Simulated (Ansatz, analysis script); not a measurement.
**Stoner picture of NaNiTe2**

Wanted: E(M), the field that holds each moment, and the spin susceptibility of NaNiTe2.

Program: Ansatz 0.2.0. Level of theory: PBEsol with U = 6 eV on Ni d (ortho-atomic projectors), PAW set soft_1 (files made for PBE). Results are calculated unless marked as measured.

## 1. Starting point

Symmetry: R-3m, No. 166, trigonal system. Conventional cell: a = 3.696 Å, b = 3.696 Å, c = 19.906 Å, α = 90.00°, β = 90.00°, γ = 120.00°. Nearest to Na lie 6 Te at 2.89 Å. Nearest to Ni lie 6 Te at 2.54 Å. Nearest to Te lie 3 Ni at 2.54 Å and 3 Na at 2.89 Å. Invented: NaVS2 (R-3m) with Ni for V, Te for S. Farther neighbours and most contacts between anions are not listed.

The cell was made by swapping elements in a known structure type, so the compound is hypothetical in this form.

## 2. The collinear state

First a free collinear run, to see which state the typed moments lead to.

input.yaml reads:

```yaml
crystal:
  lattice:
    - [1.847861, 1.066863, 6.635427]
    - [-1.847861, 1.066863, 6.635427]
    - [0.0, -2.133726, 6.635427]
  atoms:
    - { symbol: Na, position: [0.5, 0.5, 0.5] }
    - { symbol: Ni, position: [0.0, 0.0, 0.0], spin: 2.0 }
    - { symbol: Te, position: [0.26437887, 0.26437887, 0.26437887] }
    - { symbol: Te, position: [0.73562113, 0.73562113, 0.73562113] }
magnetization:
  spin_polarized: true
kpoints:
  mp_grid: { grid: [5, 5, 5] }
hamiltonian:
  xc: pbesol
  hubbard:
    projectors: ortho-atomic
    sites: [{ species: Ni, l: d, u_eff: 6.0 }]
  pseudopotentials: { kind: paw, azcp: { folder: soft_1 }, xc_functional: pbe }
scf:
  occupations: { method: fermi_dirac, width: 0.05 }
  max_iter: 120
  convergence: { dr2_threshold: 1.0e-08 }
```

Launch:

```sh
> ansatz run input.yaml --threads 2 --pin off --max-ram 5120MiB --backend cpu --events-out ev --progress --plain --runs-dir out
```

Numbers of over 12 decimals in the logs are rounded to 6 here.

The program printed:

```text
basis.fft_grid_basis auto: the FFT boxes are laid along the combinations [[1, 0, -1], [0, 1, -1], [0, 0, 1]] of the cell's own vectors, 3.696, 3.696 and 6.970 Å long. The dense box has 25×25×48 points. Along the cell's own vectors, as sized, it would have 48×48×48, 3.69 times as many. Of the 12 symmetry operations that the crystal satisfies within crystal.symmetry.tolerance (time reversal apart; of a slab, those that [...]
Engine: ansatz 0.2.0, aarch64-unknown-linux-gnu
Pseudopotentials: kind: paw
Pseudopotential: Na, paw, valence charge 9, recommended cutoff 420 eV (normal), soft_1/Na.paw.azcp
Pseudopotential: Ni, paw, valence charge 18, recommended cutoff 420 eV (normal), soft_1/Ni.paw.azcp
Pseudopotential: Te, paw, valence charge 16, recommended cutoff 420 eV (normal), soft_1/Te.paw.azcp
Functional definition: PBEsol
  exchange = pbesol_x
  correlation = pbesol_c
Crystal: 4 atoms, lattice volume = 78.487 Å³
Basis set: ecut = 420 eV, 1529 PW (Γ), FFT grids on a1−a3, a2−a3, a3
Bands: 37, of which v1, the nominal top of the filled ones, is band 30 counted from 1 (29 counted from 0)
Symmetry: 12 space group operations
Space group: R-3m (ITA 166), of the structure as read, at distance tolerance 4.3e-5 Å
Magnetic group: BNS 166.97 (UNI 1327), of the structure as read, at distance tolerance 4.3e-5 Å
k-points: 19 of 125
Non-local potential: Na, projectors of the file, l = 0: 3, l = 1: 2, l = 2: 1
Non-local potential: Ni, projectors of the file, l = 0: 3, l = 1: 2, l = 2: 3, l = 3: 1
Non-local potential: Te, projectors of the file, l = 0: 2, l = 1: 2, l = 2: 2, l = 3: 1
PAW form: soft (Blöchl's): semilocal exchange-correlation on the pseudo side does not see the compensation charge
PAW frozen core: Na, regenerated for the run's functional, and the local potential with it (the file was generated under x = pbe(κ = 0.804, μ = 0.219515), c = pbe(β = 0.066725))
PAW frozen core: Ni, regenerated for the run's functional, and the local potential with it (the file was generated under x = pbe(κ = 0.804, μ = 0.219515), c = pbe(β = 0.066725))
PAW frozen core: Te, regenerated for the run's functional, and the local potential with it (the file was generated under x = pbe(κ = 0.804, μ = 0.219515), c = pbe(β = 0.066725))
PAW one-centre angular grid: Na, 110 points (default); XC on 64 Gauss nodes
PAW one-centre angular grid: Ni, 590 points (default); XC on 64 Gauss nodes
PAW one-centre angular grid: Te, 590 points (default); XC on 64 Gauss nodes
Initial density: superposition of atomic densities (chi_scale 0.1, normalization cell, long waves kept (reshape's long-wave potential 0.08 eV rms))
Starting moments: Σ|m| = 2 μB on 1 of 4 sites
Initial wavefunctions: pseudopotential atomic-orbital guess
Functional: x = pbesol(κ = 0.804, μ = 0.123457), c = pbesol(β = 0.046)
SCF iter   1: F=—  HF=-21081.789259 eV  |F-HF|=—  |Δ(HF+E_count)|=         —  Δρ=8.44e-2 (↑4.11e-2 ↓8.44e-2)  dr2=2.97e0  dr2_m=2.61e0  M=0.939 μB ∫|m|=1.016 μB  β_m=0.30  ethr=3.10e-3  ⟨swp⟩=9.9  Hψ=6906  notcnv=0  defer=3
preconditioner: auto → Kerker (q_TF=auto, 2.602 Å⁻¹)  [metal: Δε(μ)=0.037 eV  Ē_g=10.083 eV  σ=0.050 eV  W_gap=0.18  n_scr=28 (ndim 8)  ℏωp=20.1 eV  f_vac=0.000  D(μ)=2.89/eV (n_scr^D=28)]
spin=Collinear: Kerker preconditioning applied to the charge; magnetization (m = ρ↑ − ρ↓) channel mixes plain (no charge-response kernel on spin).
SCF iter   2: F=—  HF=-21082.182625 eV  |F-HF|=—  |Δ(HF+E_count)|=   3.93e-1  Δρ=4.31e-2 (↑4.31e-2 ↓3.52e-2)  dr2=9.53e-1  dr2_m=9.45e-1  M=1.024 μB ∫|m|=1.144 μB  β_m=0.30  ethr=3.10e-3  ⟨swp⟩=2.0  Hψ=2196  notcnv=0  defer=62
SCF iter   3: F=—  HF=-21082.418044 eV  |F-HF|=—  |Δ(HF+E_count)|=   2.35e-1  Δρ=3.69e-2 (↑2.79e-2 ↓3.69e-2)  dr2=6.58e-1  dr2_m=6.86e-1  M=0.946 μB ∫|m|=1.062 μB  β_m=0.30  ethr=1.61e-3  ⟨swp⟩=2.0  Hψ=1780  notcnv=0  defer=62
SCF iter   4: F=—  HF=-21082.465064 eV  |F-HF|=—  |Δ(HF+E_count)|=   4.70e-2  Δρ=2.43e-2 (↑2.43e-2 ↓9.34e-3)  dr2=2.73e-1  dr2_m=1.80e-1  M=1.085 μB ∫|m|=1.193 μB  β_m=0.30  ethr=1.11e-3  ⟨swp⟩=4.0  Hψ=2965  notcnv=0  defer=64
SCF iter   5: F=—  HF=-21082.549948 eV  |F-HF|=—  |Δ(HF+E_count)|=   8.49e-2  Δρ=1.51e-2 (↑1.51e-2 ↓1.21e-2)  dr2=6.47e-2  dr2_m=1.28e-1  M=1.064 μB ∫|m|=1.167 μB  β_m=0.30  ethr=4.63e-4  ⟨swp⟩=2.1  Hψ=1865  notcnv=0  defer=63
SCF iter   6: F=—  HF=-21082.599576 eV  |F-HF|=—  |Δ(HF+E_count)|=   4.96e-2  Δρ=1.28e-2 (↑1.28e-2 ↓5.05e-3)  dr2=6.33e-2  dr2_m=5.57e-2  M=1.086 μB ∫|m|=1.188 μB  β_m=1.00  ethr=1.10e-4  ⟨swp⟩=3.4  Hψ=2881  notcnv=0  defer=63
SCF iter   7: F=—  HF=-21082.624857 eV  |F-HF|=—  |Δ(HF+E_count)|=   2.53e-2  Δρ=3.14e-3 (↑3.14e-3 ↓1.86e-3)  dr2=2.45e-2  dr2_m=3.43e-4  M=1.090 μB ∫|m|=1.201 μB  β_m=0.30  ethr=1.07e-4  ⟨swp⟩=1.5  Hψ=1483  notcnv=0  defer=63
SCF iter   8: F=—  HF=-21082.638706 eV  |F-HF|=—  |Δ(HF+E_count)|=   1.38e-2  Δρ=3.47e-3 (↑1.28e-3 ↓3.47e-3)  dr2=3.20e-3  dr2_m=3.80e-3  M=1.069 μB ∫|m|=1.176 μB  β_m=0.30  ethr=4.15e-5  ⟨swp⟩=2.0  Hψ=1874  notcnv=0  defer=64
Mixer restart at iter 8: flushing history
spin-set hold released at iteration 8 (site moments contracting): the magnetisation degrees of freedom join the quasi-Newton model from the next iteration; the mixer history was flushed
SCF iter   9: F=—  HF=-21082.647486 eV  |F-HF|=—  |Δ(HF+E_count)|=   8.78e-3  Δρ=2.49e-3 (↑1.35e-3 ↓2.49e-3)  dr2=1.13e-3  dr2_m=2.54e-3  M=1.069 μB ∫|m|=1.173 μB  β_m=0.65  ethr=5.42e-6  ⟨swp⟩=1.5  Hψ=1570  notcnv=0  defer=64
[...]
SCF 1 converged in 18 iterations: F = -21082.656901 eV  dr2 = 6.30e-9
  greatest PAW one-centre occupation: 1.002 electrons in one spin orbital (limit 2), on the Ni atom at site 1 (counted from 0), in its partial waves of l = 1
Symmetry: 1 space group operations
k-points: 63 of 125 (time reversal used)
[...]
preconditioner: auto → Kerker (q_TF=auto, 2.602 Å⁻¹)  [metal: Δε(μ)=0.028 eV  Ē_g=10.084 eV  σ=0.050 eV  W_gap=0.14  n_scr=28 (ndim 8)  ℏωp=20.1 eV  f_vac=0.000  D(μ)=2.90/eV (n_scr^D=28)]
spin=Collinear: Kerker preconditioning applied to the charge; magnetization (m = ρ↑ − ρ↓) channel mixes plain (no charge-response kernel on spin).
[...]
SCF iter   7: F=—  HF=-21082.673588 eV  |F-HF|=—  |Δ(HF+E_count)|=   4.59e-1  Δρ=1.13e-2 (↑5.14e-3 ↓1.13e-2)  dr2=1.14e-1  dr2_m=8.03e-3  M=1.082 μB ∫|m|=1.179 μB  β_m=0.78  ethr=8.47e-5  ⟨swp⟩=2.4  Hψ=9681  notcnv=0  defer=225
SCF iter   8: F=—  HF=-21082.757954 eV  |F-HF|=—  |Δ(HF+E_count)|=   8.44e-2  Δρ=2.43e-2 (↑1.42e-2 ↓2.43e-2)  dr2=7.89e-1  dr2_m=1.97e-2  M=1.150 μB ∫|m|=1.258 μB  β_m=0.48  ethr=8.47e-5  ⟨swp⟩=3.1  Hψ=10334  notcnv=0  defer=225  recentre
SCF iter   9: F=—  HF=-21082.656347 eV  |F-HF|=—  |Δ(HF+E_count)|=   1.02e-1  Δρ=2.05e-3 (↑5.99e-4 ↓2.05e-3)  dr2=3.72e-3  dr2_m=6.71e-4  M=1.099 μB ∫|m|=1.198 μB  β_m=0.75  ethr=8.47e-5  ⟨swp⟩=2.7  Hψ=9590  notcnv=0  defer=225
SCF iter  10: F=—  HF=-21082.657409 eV  |F-HF|=—  |Δ(HF+E_count)|=   1.06e-3  Δρ=3.42e-3 (↑4.89e-4 ↓3.42e-3)  dr2=9.21e-3  dr2_m=1.64e-3  M=1.078 μB ∫|m|=1.175 μB  β_m=0.53  ethr=6.31e-6  ⟨swp⟩=2.0  Hψ=6304  notcnv=0  defer=225
SCF iter  11: F=—  HF=-21082.656997 eV  |F-HF|=—  |Δ(HF+E_count)|=   4.11e-4  Δρ=1.23e-3 (↑1.93e-4 ↓1.23e-3)  dr2=1.65e-3  dr2_m=2.89e-4  M=1.064 μB ∫|m|=1.158 μB  β_m=0.72  ethr=6.31e-6  ⟨swp⟩=2.0  Hψ=5886  notcnv=0  defer=225
SCF iter  12: F=—  HF=-21082.656878 eV  |F-HF|=—  |Δ(HF+E_count)|=   1.19e-4  Δρ=2.26e-4 (↑2.26e-4 ↓2.25e-4)  dr2=2.64e-5  dr2_m=3.27e-5  M=1.071 μB ∫|m|=1.165 μB  β_m=0.86  ethr=2.79e-6  ⟨swp⟩=1.0  Hψ=4444  notcnv=0  defer=225
SCF iter  13: F=—  HF=-21082.656899 eV  |F-HF|=—  |Δ(HF+E_count)|=   2.12e-5  Δρ=1.50e-4 (↑1.71e-5 ↓1.50e-4)  dr2=1.37e-5  dr2_m=4.22e-6  M=1.068 μB ∫|m|=1.160 μB  β_m=0.93  ethr=4.47e-8  ⟨swp⟩=2.0  Hψ=7029  notcnv=0  defer=225
SCF iter  14: F=—  HF=-21082.656901 eV  |F-HF|=—  |Δ(HF+E_count)|=   2.32e-6  Δρ=5.80e-5 (↑1.87e-5 ↓5.80e-5)  dr2=4.36e-6  dr2_m=2.96e-7  M=1.067 μB ∫|m|=1.159 μB  β_m=0.97  ethr=2.32e-8  ⟨swp⟩=2.0  Hψ=5470  notcnv=0  defer=225
SCF iter  15: F=—  HF=-21082.656901 eV  |F-HF|=—  |Δ(HF+E_count)|=   3.55e-7  Δρ=1.13e-5 (↑2.55e-6 ↓1.13e-5)  dr2=1.46e-7  dr2_m=1.94e-8  M=1.067 μB ∫|m|=1.159 μB  β_m=0.94  ethr=7.39e-9  ⟨swp⟩=1.4  Hψ=4508  notcnv=0  defer=225
SCF iter  16: F=-21082.656901 eV  HF=-21082.656901 eV  |F-HF|=7.35e-10  |Δ(HF+E_count)|=  9.46e-11  Δρ=3.11e-6 (↑2.07e-6 ↓3.11e-6)  dr2=3.36e-9  dr2_m=4.30e-9  M=1.067 μB ∫|m|=1.159 μB  ethr=1.69e-11  ⟨swp⟩=2.0  Hψ=14711  notcnv=0
SCF 2 converged in 16 iterations: F = -21082.656901 eV  dr2 = 3.36e-9
an SCF from ferromagnetic starting moments (0.00, 2.00, 0.00, 0.00 Bohr magnetons, atom by atom) closed no lower than the state that the run had reached (+0.00 meV in free energy), which stands; the SCF set out from the atoms and, under a Hubbard term, can stand on another filling of the shells than the run's state, so that by this SCF it is not known whether that order lies lower
SCF converged after 18 iterations
Magnetization: 1.0671 μB (30.0335 up, 28.9665 down)
Absolute magnetization: 1.1601 μB (∫|ρ↑−ρ↓|, with the PAW one-centre terms)
Spin contamination: 0.0761 ħ² per cell (⟨S²⟩ above its minimum at these occupations)
Per-site moments (μB) at R_I (Å): [(0.044181, 1.190986), (0.762865, 1.046555), (0.039287, 1.046555), (0.039287, 1.046555)]
Free energy (F): -21082.656901 eV
Harris-Foulkes:  -21082.656901 eV  (|F-HF|=3.79e-9)
Internal energy: -21082.646185 eV  (E = F + TS)
E sigma→0 (E₀):  -21082.651543 eV
Entropy (-TS):   -0.010716 eV (-2.679 meV/atom)
Fermi energy:    12.043278 eV
--- Per-component energies (eV) ---
  E_band       = -974.184943
  E_kinetic    = 810.219288
  E_local      = -8596.659423  (includes V_loc(G=0)·N_el)
  E_nonlocal   = 307.148950
  E_hartree    = 4215.455739
  E_xc         = -395.327681
  E_vxc        = -401.346144  (∫ρ·V_xc dr)
  E_hubbard    = 2.113539  (on-site DFT+U / exact-exchange correction)
  E_vhub       = -22.679159  (the Hubbard potential's part of the band-sum identity)
  E_paw        = -11101.302038  (= ΣΔE_a)
  E_vpaw       = -1501.774000  (= ΣTr[D̂ρ^β])
  E_aug_tail   = 0.001085  (compensation charges beyond the density's cutoff)
  E_ewald      = -6325.297249
  E_core_change = 1.001606  (= ΣΔE_core)
  E_smearing   = -0.010716  (= −TS)
  E_closure    = -0.000000  (closes the sum)
  Σ components = -21082.656901   (vs F -21082.656901, Δ=0.00e0)
Occupation matrices written to <dir>
```

Elapsed: 34 s, on 2 threads of Arm Neoverse V1, shared host; peak memory 0.55 GiB; 66 s of CPU time.

Reading the cycles: dr2 is the Hartree energy of the density residual (eV), the measure of convergence; HF is the Harris–Foulkes estimate of the energy, which meets the free energy F at convergence.

Spin moment in the atom's sphere by atom:

| atom | spin moment in the atom's sphere (μB) |
| --- | --- |
| Na1 | 0.044 |
| Ni2 | 0.763 |
| Te3 | 0.039 |
| Te4 | 0.039 |

Tables count atoms from 1; parts of the log count from 0.

The run ends ferromagnetic, with a net moment of 1.07 μB a cell. With one Ni atom carrying the moment, parallel order of its images is forced by the cell, not found.

## 3. The same state on a denser mesh

Levels at the Fermi energy are partly filled, so moments and energy differences can hang on the k-mesh, and the state is solved again on a denser one.

input.yaml, the sections that differ from step 2:

```yaml
crystal:
  lattice:
    - [1.847861, 1.066863, 6.635427]
    - [-1.847861, 1.066863, 6.635427]
    - [0.0, -2.133726, 6.635427]
  atoms:
    - { symbol: Na, position: [0.5, 0.5, 0.5] }
    - { symbol: Ni, position: [0.0, 0.0, 0.0], spin: 0.76 }
    - { symbol: Te, position: [0.26437887, 0.26437887, 0.26437887] }
    - { symbol: Te, position: [0.73562113, 0.73562113, 0.73562113] }
kpoints:
  mp_grid: { grid: [12, 12, 12] }
basis:
  ecutwfc: 420.0
checkpoint:
  read: start
  write: ck
  compress: false
  write_wavefunctions: false
  write_every: 100000
# magnetization, hamiltonian, scf: as in step 2
```

The program printed:

```text
[...]
Absolute magnetization: 0.9316 μB (∫|ρ↑−ρ↓|, with the PAW one-centre terms)
[...]
Per-site moments (μB) at R_I (Å): [(0.033902, 1.190986), (0.619247, 1.046555), (0.029660, 1.046555), (0.029660, 1.046555)]
Free energy (F): -21082.609327 eV
[...]
Internal energy: -21082.594859 eV  (E = F + TS)
E sigma→0 (E₀):  -21082.602093 eV
Entropy (-TS):   -0.014468 eV (-3.617 meV/atom)
Fermi energy:    12.085458 eV
[...]
Occupation matrices written to <dir>
[key lines of the parts left out:]
SCF converged after 15 iterations
Magnetization: 0.8511 μB (29.9256 up, 29.0744 down)
```

It took 99 s on 2 threads; peak memory 2 GiB; 3.2 min of CPU time.

Spin moment in the atom's sphere by atom:

| atom | spin moment in the atom's sphere (μB) |
| --- | --- |
| Na1 | 0.034 |
| Ni2 | 0.619 |
| Te3 | 0.030 |
| Te4 | 0.030 |

The run ends ferromagnetic, with a net moment of 0.851 μB a cell, against 1.07 μB on the first mesh.

## 4. The non-magnetic reference

The state without spin is the zero of E(M).

input.yaml, the sections that differ from step 3:

```yaml
crystal:
  lattice:
    - [1.847861, 1.066863, 6.635427]
    - [-1.847861, 1.066863, 6.635427]
    - [0.0, -2.133726, 6.635427]
  atoms:
    - { symbol: Na, position: [0.5, 0.5, 0.5] }
    - { symbol: Ni, position: [0.0, 0.0, 0.0] }
    - { symbol: Te, position: [0.26437887, 0.26437887, 0.26437887] }
    - { symbol: Te, position: [0.73562113, 0.73562113, 0.73562113] }
# kpoints, hamiltonian, scf, basis: as in step 3
# magnetization: removed
# checkpoint: removed
```

Launch:

```sh
> ansatz run input.yaml --threads 1 --pin off --max-ram 2560MiB --backend cpu --events-out ev --progress --plain --runs-dir out
```

The program printed:

```text
[...]
Crystal: 4 atoms, lattice volume = 78.487 Å³
Basis set: ecut = 420 eV, 1529 PW (Γ), FFT grids on a1−a3, a2−a3, a3
Bands: 35, of which v1, the nominal top of the filled ones, is band 30 counted from 1 (29 counted from 0)
Symmetry: 12 space group operations
[...]
k-points: 189 of 1728
[...]
SCF iter   1: F=—  HF=-21085.643569 eV  |F-HF|=—  |Δ(HF+E_count)|=         —  Δρ=1.67e-1  dr2=1.85e1  ethr=3.10e-3  ⟨swp⟩=8.1  Hψ=29314  notcnv=0
[...]
SCF iter  13: F=-21082.583925 eV  HF=-21082.583925 eV  |F-HF|=7.31e-9  |Δ(HF+E_count)|=   2.78e-9  Δρ=3.29e-6  dr2=8.18e-9  ethr=1.69e-11  ⟨swp⟩=2.4  Hψ=13043  notcnv=0
SCF 1 converged in 13 iterations: F = -21082.583925 eV  dr2 = 8.18e-9
[...]
SCF converged after 13 iterations
Free energy (F): -21082.583925 eV
[...]
Internal energy: -21082.563980 eV  (E = F + TS)
E sigma→0 (E₀):  -21082.573953 eV
Entropy (-TS):   -0.019945 eV (-4.986 meV/atom)
Fermi energy:    12.075229 eV
[...]
Occupation matrices written to <dir>
```

It took 34 s on 1 thread; peak memory 0.71 GiB.

The free collinear run lies 25.4 meV below it.

## 5. Without spin, levels printed

input.yaml: that of step 4 with these lines changed.

```diff
@@ -24 +24,3 @@
   ecutwfc: 420.0
+output:
+  eigenvalues: true
```

The program printed:

```text
[...]
Crystal: 4 atoms, lattice volume = 78.487 Å³
Basis set: ecut = 420 eV, 1529 PW (Γ), FFT grids on a1−a3, a2−a3, a3
Bands: 36, of which v1, the nominal top of the filled ones, is band 30 counted from 1 (29 counted from 0)
Symmetry: 12 space group operations
[...]
k-points: 189 of 1728
[...]
k-point 0: bands = [... 26 lower, 11.8586, 12.5998, 12.5998, 13.5841, 13.5841, 16.4677, 16.5695, 18.2706, ... 2 higher]
  k-point 1: bands = [... 26 lower, 11.9001, 11.9418, 12.3808, 13.0511, 13.5269, 16.6815, 17.0808, 18.0232, ... 2 higher]
  k-point 2: bands = [... 26 lower, 10.7123, 11.6789, 11.8546, 12.3514, 13.3846, 16.6994, 17.0975, 18.1907, ... 2 higher]
  k-point 188: bands = [... 26 lower, 9.5045, 12.4092, 12.4092, 13.7732, 13.7732, 16.4986, 18.1898, 18.4149, ... 2 higher]
Occupation matrices written to <dir>
[key lines of the parts left out:]
SCF converged after 13 iterations
Free energy (F): -21082.583925 eV
Fermi energy:    12.075231 eV
```

Run time: 36 s. Hardware: 1 thread; peak memory 0.72 GiB.

## 6. Total moment fixed at 0.214 μB

Two Fermi levels, one a spin, hold the total moment exactly, which reaches states that a free run would leave.

input.yaml, the sections that differ from step 5:

```yaml
crystal:
  lattice:
    - [1.847861, 1.066863, 6.635427]
    - [-1.847861, 1.066863, 6.635427]
    - [0.0, -2.133726, 6.635427]
  atoms:
    - { symbol: Na, position: [0.5, 0.5, 0.5] }
    - { symbol: Ni, position: [0.0, 0.0, 0.0], spin: 0.214 }
    - { symbol: Te, position: [0.26437887, 0.26437887, 0.26437887] }
    - { symbol: Te, position: [0.73562113, 0.73562113, 0.73562113] }
magnetization:
  spin_polarized: true
  initial_magnetization: 0.214
  spin_locking: { lock_magnetization: hard }
# kpoints, hamiltonian, scf, basis: as in step 5
# output: removed
```

The program printed:

```text
[...]
Crystal: 4 atoms, lattice volume = 78.487 Å³
Basis set: ecut = 420 eV, 1529 PW (Γ), FFT grids on a1−a3, a2−a3, a3
Bands: 36, of which v1, the nominal top of the filled ones, is band 30 counted from 1 (29 counted from 0)
Symmetry: 12 space group operations
[...]
k-points: 189 of 1728
[...]
Starting moments: Σ|m| = 0.214 μB on 1 of 4 sites
[...]
SCF iter   1: F=—  HF=-21083.242562 eV  |F-HF|=—  |Δ(HF+E_count)|=         —  Δρ=4.86e-2 (↑3.77e-2 ↓4.86e-2)  dr2=6.12e0  dr2_m=2.48e-2  M=0.214 μB ∫|m|=0.214 μB  β_m=0.30  ethr=3.10e-3  ⟨swp⟩=8.3  Hψ=62024  notcnv=0  defer=71
[...]
SCF iter  14: F=-21082.587472 eV  HF=-21082.587472 eV  |F-HF|=9.57e-10  |Δ(HF+E_count)|=   6.62e-9  Δρ=7.49e-7 (↑7.27e-7 ↓7.49e-7)  dr2=1.85e-9  dr2_m=1.09e-10  M=0.214 μB ∫|m|=0.260 μB  ethr=1.69e-11  ⟨swp⟩=1.0  Hψ=37927  notcnv=0
SCF 1 converged in 14 iterations: F = -21082.587472 eV  dr2 = 1.85e-9
[...]
Symmetry: 4 space group operations
k-points: 476 of 1728
[...]
SCF iter   3: F=-21082.587472 eV  HF=-21082.587472 eV  |F-HF|=4.89e-9  |Δ(HF+E_count)|=   1.06e-9  Δρ=9.54e-7 (↑9.54e-7 ↓6.16e-7)  dr2=5.18e-9  dr2_m=4.38e-11  M=0.214 μB ∫|m|=0.260 μB  ethr=3.15e-12  ⟨swp⟩=1.0  Hψ=108027  notcnv=0
SCF 2 converged in 3 iterations: F = -21082.587472 eV  dr2 = 5.18e-9
SCF converged after 14 iterations
Stability checked in part: among states of this total moment the steps that led to this state did not find it unstable. No probe was made; neither looks for a lower state of another moment (fixed_total_moment; see scf.lower_state_search)
Magnetization: 0.2140 μB (29.6070 up, 29.3930 down)
Absolute magnetization: 0.2607 μB (∫|ρ↑−ρ↓|, with the PAW one-centre terms)
[...]
Per-site moments (μB) at R_I (Å): [(0.00835724, 1.190986), (0.181995, 1.046555), (0.000643988, 1.046555), (0.000643988, 1.046555)]
Free energy (F): -21082.587472 eV
[...]
Internal energy: -21082.568214 eV  (E = F + TS)
E sigma→0 (E₀):  -21082.577843 eV
Entropy (-TS):   -0.019258 eV (-4.815 meV/atom)
Fermi energy:    12.076995 (↑ 12.046523, ↓ 12.107468) eV
[...]
Occupation matrices written to <dir>
```

Elapsed: 2.8 min, on 1 thread; peak memory 2 GiB.

The energy is -3.55 meV from the state without spin, and the largest site carries 0.182 μB.

[end of part 1 of 2]

[Logs and program files are shortened in this print: banners, set-up blocks, solver, clock and traceback lines can be left out without a mark of their own.]

[Logs are printed without paths, hosts, clocks, repeated set-up lines and the standing remarks that a program may print on its own settings, such as how far it seeks lower states.]

[Hosts, paths, dates, database ids (printed as entryN), source tags and the programs' standing remarks are cut or masked in the printed files.]
